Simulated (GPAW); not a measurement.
**Work function of Cr2N(OH)2 MXene monolayer at several levels**

Wanted: work functions and dipole of Cr2N(OH)2 MXene monolayer, with the cost of each level.

Calculated with GPAW 26.7.0; GPAW, PAW setups; layer in a repeated cell with vacuum, relaxation of atoms and in-plane cell, in the first sound run; inputs show where later runs differ.

## 1. The starting structure

The cell holds 7 atoms: 2 H, 2 O, 2 Cr and 1 N. Cell: a = 2.764 Å, b = 2.764 Å, c = 22.244 Å, α = 90.0°, β = 90.0°, γ = 120.0°. Vacuum lies along c.

## 2. Relaxation

The atoms are relaxed first, since the surface dipole, and with it the work function, follows the positions of the outer layers.

Contents of run.py:

```python
import json
import numpy as np
from ase import Atoms
from ase.filters import FrechetCellFilter
from ase.optimize import BFGS
from gpaw import GPAW, PW

slab = Atoms(
    ['H', 'O', 'Cr', 'N', 'Cr', 'O', 'H'],
    positions=[
        [-0.00000, 1.59607, 8.00000],
        [-0.00000, 1.59607, 8.98000],
        [1.38224, 0.79804, 10.03094],
        [0.00000, 0.00000, 11.12173],
        [-0.00000, 1.59607, 12.21252],
        [1.38224, 0.79804, 13.26346],
        [1.38224, 0.79804, 14.24346]],
    cell=[[2.76448, 0.0, 0.0], [-1.38224, 2.39411, 0.0], [0.0, 0.0, 22.2435]],
    pbc=[True, True, True],
    magmoms=[0.0, 0.0, 2.0, 0.0, 2.0, 0.0, 0.0])

slab.calc = GPAW(mode=PW(600), xc='PBE', kpts={'size': (12, 12, 1), 'gamma': True},
                 occupations={'name': 'fermi-dirac', 'width': 0.05}, nbands='160%',
                 convergence={'density': 1e-05}, maxiter=200,
                 symmetry={'tolerance': 1e-3}, txt='slab.txt')
result = {}
# The in-plane cell is free; stress needs a cell that repeats along all three vectors
path = []
opt = BFGS(FrechetCellFilter(slab, mask=[1, 1, 0, 0, 0, 1]), maxstep=0.2)
opt.attach(lambda: path.append((slab.get_potential_energy(), slab.positions.tolist(), slab.get_forces().tolist())))
result['relaxed'] = bool(opt.run(fmax=0.02, steps=45))
result['path'] = path
result['cell'] = slab.cell.tolist()
print('in-plane lattice', slab.cell.cellpar().round(4)[[0, 1, 5]])
energy = slab.get_potential_energy()
fermi = slab.calc.get_fermi_level()
v = slab.calc.get_electrostatic_potential().mean((0, 1)) - fermi
n = slab.calc.get_pseudo_density().mean((0, 1))
L = slab.cell[2, 2]
z = np.arange(len(v)) * L / len(v)
low, high = slab.positions[:, 2].min(), slab.positions[:, 2].max()
below, above = np.interp([low - 5.8, high + 5.8], z, v)
slopes = [np.interp(x, z, np.gradient(v, z)) for x in (low - 5.8, high + 5.8)]
eps = np.array([[slab.calc.get_eigenvalues(k, s) for k in range(len(slab.calc.get_ibz_k_points()))]
                for s in range(slab.calc.get_number_of_spins())]) - fermi
top, bottom = eps[eps < 0].max(), eps[eps > 0].min()
dipole = slab.get_dipole_moment()[2]
print(f'energy {energy:.4f} eV, Fermi level {fermi:.4f} eV, dipole {dipole:.5f} e A')
print(f'potential 5.8 A off the faces, from the Fermi level: lower {below:.4f} eV, upper {above:.4f} eV')
print(f'slope of the potential there: lower {slopes[0]:.5f}, upper {slopes[1]:.5f} eV/A')
print(f'nearest levels on the mesh: {top:.4f} and {bottom:.4f} eV')
print('magnetic moment', round(slab.get_magnetic_moment(), 3))
result.update(energy=energy, fermi=fermi, dipole=dipole, below=below, above=above, slopes=slopes, edges=[top, bottom],
              z=z.tolist(), v=v.tolist(), n=n.tolist(), positions=slab.positions.tolist(),
              forces=slab.get_forces(apply_constraint=False).tolist(), moments=slab.get_magnetic_moments().tolist())
json.dump(result, open('result.json', 'w'))
```

Command:

```bash
OMP_NUM_THREADS=1 OPENBLAS_NUM_THREADS=1 python run.py
```

What it wrote:

```text
Step          Energy          fmax
BFGS:    0      -47.898060        3.332646
BFGS:    1      -48.292846        2.273032
BFGS:    2      -48.892684        1.771439
BFGS:    3      -49.442340        1.871596
BFGS:    4      -49.728953        1.337274
BFGS:    5      -49.823465        0.606757
BFGS:    6      -49.849004        0.206923
BFGS:    7      -49.853761        0.125006
BFGS:    8      -49.855444        0.143842
BFGS:    9      -49.867740        0.206922
BFGS:   10      -49.889957        0.198322
BFGS:   11      -49.916834        0.157477
BFGS:   12      -49.943915        0.049936
BFGS:   13      -49.947006        0.006424
in-plane lattice [  2.9729   2.9729 120.    ]
energy -49.9354 eV, Fermi level 1.4508 eV, dipole -0.00031 e A
potential 5.8 A off the faces, from the Fermi level: lower 2.0851 eV, upper 2.0875 eV
slope of the potential there: lower -0.00306, upper 0.00188 eV/A
nearest levels on the mesh: -0.0238 and 0.0232 eV
magnetic moment 5.56
```

Elapsed: 33 min, on 1 thread of Arm Neoverse V2, shared host; peak memory 0.67 GiB.

This step gave:

```
dipole along the normal                    : -3.09e-4 e·Å
levels nearest the Fermi level on the mesh : -0.02382, 0.02320 eV from the Fermi level
site moments                               : 0.004034, 0.01833, 2.542, -0.01900, 2.542, 0.01833, 0.004034 μB
sum of the site moments                    : 5.110 μB
```

The electrostatic potential energy of an electron (without an applied field's), less the Fermi level, planar mean oscillates, so the rows of the table below give means over windows of 1.41 Å about each position, cut where the curve ends. Its maxima inside the range that stand out by 2 % of the span (Å: eV): 8.1: -0.405, 9.3: -6.64, 10.7: -7.58, 11.6: -7.58, 13.0: -6.63, 14.1: -0.396. Its minima: 7.8: -1.50, 8.8: -11.6, 10.0: -17.7, 11.1: -14.4, 12.3: -17.7, 13.4: -11.6, 14.5: -1.50.

The electrostatic potential energy of an electron (without an applied field's), less the Fermi level, planar mean by z; means over each step:

```
z (Å)  electrostatic potential energy of an electron (without an applied field's), less the Fermi level, planar mean (eV)
 0.70                                                                                                                2.09
 2.11                                                                                                                2.08
 3.52                                                                                                                2.07
 4.93                                                                                                                1.99
 6.34                                                                                                                1.57
 7.75                                                                                                              -0.636
 9.16                                                                                                               -9.76
10.57                                                                                                               -12.4
11.98                                                                                                               -12.6
13.39                                                                                                               -6.91
14.80                                                                                                             -0.0168
16.21                                                                                                                1.74
17.62                                                                                                                2.03
19.03                                                                                                                2.08
20.44                                                                                                                2.09
21.85                                                                                                                2.09
```

The pseudo valence density, planar mean oscillates, so the rows of the table below give means over windows of 1.15 Å about each position, cut where the curve ends. Its maxima inside the range that stand out by 2 % of the span (Å: e/Å³): 8.8: 1.00, 10.1: 0.625, 11.1: 0.775, 12.2: 0.625, 13.4: 1.00. Its minima: 9.5: 0.458, 10.4: 0.515, 11.8: 0.515, 12.7: 0.458.

Pseudo valence density, planar mean against z; means over each step:

```
z (Å)  pseudo valence density, planar mean (e/Å³)
 2.88                                      5.7e-5
 4.02                                      2.5e-4
 5.17                                      9.9e-4
 6.33                                     0.00454
 7.47                                      0.0894
 8.62                                       0.676
 9.77                                       0.555
10.92                                       0.675
12.07                                       0.569
13.22                                       0.725
14.37                                       0.214
15.52                                      0.0110
16.67                                     0.00156
17.82                                      4.0e-4
18.97                                      9.5e-5
```

Site moment by atom:

| atom | site moment (μB) |
| --- | --- |
| H1 | 0.00 |
| O2 | 0.02 |
| Cr3 | 2.54 |
| N4 | -0.02 |
| Cr5 | 2.54 |
| O6 | 0.02 |
| H7 | 0.00 |

The relaxation lowered the energy of the cell by 2.06 eV (energies extrapolated to zero smearing; the optimiser's log prints free energies). The largest force left on a free atom is 0.0064 eV/Å.

## 3. The slab's potential

With the geometry fixed, the planar mean of the potential gives the vacuum level on each side.

This step: GPAW, PAW setups; slab in vacuum (GPAW 26.7.0).

The cell differs from the one that the last finished run ended in (c 22.244 → 22.593 Å).

Contents of run.py:

```python
import json
import numpy as np
from ase import Atoms
from gpaw import GPAW, PW

slab = Atoms(
    ['H', 'O', 'Cr', 'N', 'Cr', 'O', 'H'],
    positions=[
        [-0.00000, 1.71641, 8.00000],
        [0.00000, 1.71641, 8.97563],
        [1.48646, 0.85821, 10.14681],
        [0.00000, -0.00000, 11.29657],
        [-0.00000, 1.71641, 12.44633],
        [1.48646, 0.85821, 13.61750],
        [1.48646, 0.85821, 14.59314]],
    cell=[[2.97292, -0.0, 0.0], [-1.48646, 2.57462, 0.0], [0.0, 0.0, 22.5931]],
    pbc=[True, True, False],
    magmoms=[0.0, 0.0, 2.0, 0.0, 2.0, 0.0, 0.0])

slab.calc = GPAW(mode=PW(500), xc='PBE', kpts={'size': (12, 12, 1), 'gamma': True},
                 occupations={'name': 'fermi-dirac', 'width': 0.05}, nbands='160%',
                 convergence={'density': 1e-05}, maxiter=200,
                 poissonsolver={'dipolelayer': 'xy'},
                 symmetry={'tolerance': 1e-3}, txt='slab.txt')
result = {}
energy = slab.get_potential_energy()
fermi = slab.calc.get_fermi_level()
v = slab.calc.get_electrostatic_potential().mean((0, 1)) - fermi
n = slab.calc.get_pseudo_density().mean((0, 1))
L = slab.cell[2, 2]
z = np.arange(len(v)) * L / len(v)
low, high = slab.positions[:, 2].min(), slab.positions[:, 2].max()
below, above = np.interp([low - 5.8, high + 5.8], z, v)
slopes = [np.interp(x, z, np.gradient(v, z)) for x in (low - 5.8, high + 5.8)]
eps = np.array([[slab.calc.get_eigenvalues(k, s) for k in range(len(slab.calc.get_ibz_k_points()))]
                for s in range(slab.calc.get_number_of_spins())]) - fermi
top, bottom = eps[eps < 0].max(), eps[eps > 0].min()
dipole = slab.get_dipole_moment()[2]
print(f'energy {energy:.4f} eV, Fermi level {fermi:.4f} eV, dipole {dipole:.5f} e A')
print(f'potential 5.8 A off the faces, from the Fermi level: lower {below:.4f} eV, upper {above:.4f} eV')
print(f'slope of the potential there: lower {slopes[0]:.5f}, upper {slopes[1]:.5f} eV/A')
print(f'nearest levels on the mesh: {top:.4f} and {bottom:.4f} eV')
print('magnetic moment', round(slab.get_magnetic_moment(), 3))
result.update(energy=energy, fermi=fermi, dipole=dipole, below=below, above=above, slopes=slopes, edges=[top, bottom],
              z=z.tolist(), v=v.tolist(), n=n.tolist(), positions=slab.positions.tolist(),
              forces=slab.get_forces(apply_constraint=False).tolist(), moments=slab.get_magnetic_moments().tolist())
json.dump(result, open('result.json', 'w'))
```

What it wrote:

```text
energy -48.8001 eV, Fermi level 1.3990 eV, dipole 0.00081 e A
potential 5.8 A off the faces, from the Fermi level: lower 2.0905 eV, upper 2.0786 eV
slope of the potential there: lower -0.00335, upper 0.00335 eV/A
nearest levels on the mesh: -0.0222 and 0.0206 eV
magnetic moment 5.557
```

Run time: 97 s. Hardware: 1 thread; peak memory 0.31 GiB.

This step gave:

- dipole along the normal: 8.07e-4 e·Å
- levels nearest the Fermi level on the mesh: -0.02220, 0.02058 eV from the Fermi level
- upper work function: 2.079 eV
- lower work function: 2.090 eV
- site moments: 0.004050, 0.01823, 2.541, -0.01958, 2.541, 0.01823, 0.004050 μB
- sum of the site moments: 5.107 μB

The electrostatic potential energy of an electron (without an applied field's), less the Fermi level, planar mean oscillates, so the rows of the table below give means over windows of 1.41 Å about each position, cut where the curve ends. Its maxima inside the range that stand out by 2 % of the span (Å: eV): 8.3: -0.406, 9.4: -6.58, 10.8: -7.60, 11.8: -7.60, 13.2: -6.59, 14.3: -0.417. Its minima: 8.0: -1.53, 9.0: -11.4, 10.2: -17.7, 11.3: -14.4, 12.4: -17.7, 13.6: -11.4, 14.6: -1.54.

Table of electrostatic potential energy of an electron (without an applied field's), less the Fermi level, planar mean by z; means over each step:

z (Å), electrostatic potential energy of an electron (without an applied field's), less the Fermi level, planar mean (eV) and a bar from the least value:
```
     0.70        2.1 ##############################
     2.11        2.1 ##############################
     3.52        2.1 ##############################
     4.93        2.0 ##############################
     6.34        1.7 #############################
     7.75       -0.2 #########################
     9.16       -8.1 #########
    10.57      -12.7 
    11.98      -12.7 
    13.39       -8.4 #########
    14.80       -0.3 #########################
    16.21        1.6 #############################
    17.62        2.0 ##############################
    19.03        2.1 ##############################
    20.44        2.1 ##############################
    21.85        2.1 ##############################
```

The pseudo valence density, planar mean oscillates, so the rows of the table below give means over windows of 1.13 Å about each position, cut where the curve ends. Its maxima inside the range that stand out by 2 % of the span (Å: e/Å³): 9.0: 0.996, 10.2: 0.636, 11.3: 0.771, 12.4: 0.636, 13.6: 0.996. Its minima: 9.6: 0.474, 10.5: 0.517, 12.0: 0.517, 13.0: 0.474.

The pseudo valence density, planar mean by z; means over each step:

z (Å), pseudo valence density, planar mean (e/Å³) and a bar:
```
     2.82      0.000 
     3.95      0.000 
     5.08      0.001 
     6.21      0.003 
     7.34      0.039 ##
     8.47      0.495 #######################
     9.60      0.630 ##############################
    10.73      0.626 ##############################
    11.86      0.625 ##############################
    12.99      0.632 ##############################
    14.12      0.490 #######################
    15.25      0.038 ##
    16.38      0.003 
    17.52      0.001 
    18.64      0.000 
    19.77      0.000
```

Force by atom:

| atom | x (eV/Å) | y (eV/Å) | z (eV/Å) | size |
| --- | --- | --- | --- | --- |
| H1 | 0.000 | 0.000 | -0.100 | 0.100 |
| O2 | 0.000 | 0.000 | 0.084 | 0.084 |
| Cr3 | 0.000 | 0.000 | -0.010 | 0.010 |
| N4 | 0.000 | 0.000 | 0.000 | 0.000 |
| Cr5 | 0.000 | 0.000 | 0.010 | 0.010 |
| O6 | 0.000 | 0.000 | -0.084 | 0.084 |
| H7 | 0.000 | 0.000 | 0.100 | 0.100 |

The potential is flat to 0.003 eV/Å where it is read, so the vacuum is wide enough.

## 4. Self-consistent run: xc = "RPBE"

The same geometry under RPBE, to see how far the functional moves the levels against the vacuum.

run.py, as its differences from that of step 3:

```diff
@@ -19,3 +19,3 @@
 
-slab.calc = GPAW(mode=PW(500), xc='PBE', kpts={'size': (12, 12, 1), 'gamma': True},
+slab.calc = GPAW(mode=PW(500), xc='RPBE', kpts={'size': (12, 12, 1), 'gamma': True},
                  occupations={'name': 'fermi-dirac', 'width': 0.05}, nbands='160%',
```

What it wrote:

```text
energy -46.4654 eV, Fermi level 1.5434 eV, dipole 0.00081 e A
potential 5.8 A off the faces, from the Fermi level: lower 1.9701 eV, upper 1.9582 eV
slope of the potential there: lower -0.00441, upper 0.00441 eV/A
nearest levels on the mesh: -0.0041 and 0.0004 eV
magnetic moment 5.661
```

Elapsed: 1.7 min, on 1 thread; peak memory 0.31 GiB.

Numbers from this step:

```yaml
dipole_along_the_normal: 8.05e-4 e·Å
levels_nearest_the_fermi_level_on_the_mesh: -0.004117, 4.24e-4 eV from the Fermi level
upper_work_function: 1.958 eV
lower_work_function: 1.970 eV
site_moments: 0.004106, 0.01716, 2.599, -0.02544, 2.599, 0.01716, 0.004106 μB
sum_of_the_site_moments: 5.216 μB
```

The electrostatic potential energy of an electron (without an applied field's), less the Fermi level, planar mean oscillates, so the rows of the table below give means over windows of 1.41 Å about each position, cut where the curve ends. Its maxima inside the range that stand out by 2 % of the span (Å: eV): 8.3: -0.561, 9.4: -6.75, 10.8: -7.77, 11.8: -7.77, 13.2: -6.76, 14.3: -0.572. Its minima: 8.0: -1.69, 9.0: -11.6, 10.2: -17.8, 11.3: -14.6, 12.4: -17.8, 13.6: -11.6, 14.6: -1.70.

The electrostatic potential energy of an electron (without an applied field's), less the Fermi level, planar mean by z; means over each step:

z (Å), electrostatic potential energy of an electron (without an applied field's), less the Fermi level, planar mean (eV) and a bar from the least value:
```
     0.70        2.0 ##############################
     2.11        2.0 ##############################
     3.52        2.0 ##############################
     4.93        1.9 ##############################
     6.34        1.5 #############################
     7.75       -0.4 #########################
     9.16       -8.3 #########
    10.57      -12.8 
    11.98      -12.8 
    13.39       -8.6 #########
    14.80       -0.4 #########################
    16.21        1.5 #############################
    17.62        1.9 ##############################
    19.03        1.9 ##############################
    20.44        2.0 ##############################
    21.85        2.0 ##############################
```

The pseudo valence density, planar mean oscillates, so the rows of the table below give means over windows of 1.13 Å about each position, cut where the curve ends. Its maxima inside the range that stand out by 2 % of the span (Å: e/Å³): 9.0: 0.997, 10.2: 0.637, 11.3: 0.770, 12.4: 0.637, 13.6: 0.997. Its minima: 9.6: 0.473, 10.5: 0.517, 12.0: 0.517, 13.0: 0.473.

Table of pseudo valence density, planar mean by z; means over each step:

z (Å), pseudo valence density, planar mean (e/Å³) and a bar:
```
     2.82      0.000 
     3.95      0.000 
     5.08      0.001 
     6.21      0.003 
     7.34      0.039 ##
     8.47      0.495 ########################
     9.60      0.630 ##############################
    10.73      0.626 ##############################
    11.86      0.626 ##############################
    12.99      0.632 ##############################
    14.12      0.490 #######################
    15.25      0.038 ##
    16.38      0.003 
    17.52      0.001 
    18.64      0.000 
    19.77      0.000
```

Site moment by atom:

```
atom  site moment (μB)
  H1              0.00
  O2              0.02
 Cr3              2.60
  N4             -0.03
 Cr5              2.60
  O6              0.02
  H7              0.00
```

Force by atom:

```csv
atom,x (eV/Å),y (eV/Å),z (eV/Å),size
H1,0.000,0.000,-0.065,0.065
O2,0.000,0.000,-0.308,0.308
Cr3,0.000,0.000,-0.103,0.103
N4,0.000,0.000,0.000,0.000
Cr5,0.000,0.000,0.103,0.103
O6,0.000,0.000,0.308,0.308
H7,0.000,0.000,0.065,0.065
```

The upper face's work function is 1.958 eV, against 2.079 eV in the first plane-wave PBE run at this geometry.

## 5. Self-consistent run: xc = "LDA"

The same geometry under LDA, to see how far the functional moves the levels against the vacuum.

run.py, as its differences from that of step 4:

```diff
@@ -19,3 +19,3 @@
 
-slab.calc = GPAW(mode=PW(500), xc='RPBE', kpts={'size': (12, 12, 1), 'gamma': True},
+slab.calc = GPAW(mode=PW(500), xc='LDA', kpts={'size': (12, 12, 1), 'gamma': True},
                  occupations={'name': 'fermi-dirac', 'width': 0.05}, nbands='160%',
```

What it wrote:

```text
energy -53.3776 eV, Fermi level 1.1122 eV, dipole 0.00081 e A
potential 5.8 A off the faces, from the Fermi level: lower 2.2779 eV, upper 2.2660 eV
slope of the potential there: lower -0.00230, upper 0.00230 eV/A
nearest levels on the mesh: -0.0202 and 0.0078 eV
magnetic moment 5.41
```

It took 2.1 min on 1 thread; peak memory 0.3 GiB.

This step gave:

```
dipole along the normal                    : 8.11e-4 e·Å
levels nearest the Fermi level on the mesh : -0.02022, 0.007799 eV from the Fermi level
upper work function                        : 2.266 eV
lower work function                        : 2.278 eV
site moments                               : 0.003995, 0.02008, 2.459, -0.03276, 2.459, 0.02008, 0.003995 μB
sum of the site moments                    : 4.933 μB
```

The upper face's work function is 2.266 eV, against 2.079 eV in the first plane-wave PBE run at this geometry.

(Continued in part 2 of 2.)

[Logs are printed without paths, hosts, clocks, repeated set-up lines and the standing remarks that a program may print on its own settings, such as how far it seeks lower states.]

[Hosts, paths, dates, database ids (printed as entryN), source tags and the programs' standing remarks are cut or masked in the printed files.]
